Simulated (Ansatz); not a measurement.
In doubt: one-shot GW on d or f shells is unsure, so the values of those runs are not to be relied on.

Cs2AgBiBr6 (Fm-3m), computed twice by G0W0.

```
Cs Ag Bi Br
1.0
     0.00000    5.74415    5.74415
     5.74415    0.00000    5.74415
     5.74415    5.74415    0.00000
Cs Ag Bi Br
2 1 1 6
Cartesian
  8.6162 8.6162 8.6162
  2.8721 2.8721 2.8721
  5.7441 5.7441 5.7441
  0.0000 0.0000 0.0000
  2.8813 5.7441 5.7441
  5.7441 5.7441 2.8813
  8.6070 5.7441 5.7441
  5.7441 2.8813 5.7441
  5.7441 8.6070 5.7441
  5.7441 5.7441 8.6070
```

The cell and positions are those that the Materials Project relaxed with its own functionals (PBE, PBE+U or r2SCAN), kept fixed. Spin-orbit coupling is left out unless a run names it.

The first (Ansatz 0.2.0; start PBE, 2×2×2 mesh, 993 empty bands, screening to 110 eV, PAW set soft_1 files; 1 × NVIDIA H100 80GB HBM3 (shared by 6 runs) with 3 threads of AMD EPYC 7R13 (Zen 3), shared host) gave, on its mesh: starting gap 1.31 eV, G0W0 gap 2.31 eV, RPA ε∞ (mean) 5.52, 20 s.

The second gave: starting gap 1.31 eV, G0W0 gap 2.25 eV, RPA ε∞ (mean) 5.55, 10 s.

What was changed in the input? Choose among start, files, mesh, bands and cutoff, frequency model or another key.

Changed: empty bands from 993 to 461 and screening cutoff (eV) from 110.0 to 66. The starting gap stayed, which rules out the functional and points to the GW step. Other changes could give like numbers; this is the one that was made.

Limits: not at the basis limit; d shell near the gap, gap tends to lie low; no spin-orbit coupling; coarse k mesh.

[Paths, hosts, dates, memory and timing lines, banners, echoed tables and standing remarks are left out of the program output.]

[Logs are printed without paths, hosts, clocks, repeated set-up lines and the standing remarks that a program may print on its own settings, such as how far it seeks lower states.]

[Runs of the session that timed out or met a known fault of the program may be left out.]

[Cells called generated may have been cut or substituted from an entry of the Crystallography Open Database or the Materials Project.]

[Hosts, paths, dates, database ids (printed as entryN), source tags and the programs' standing remarks are cut or masked in the printed files.]
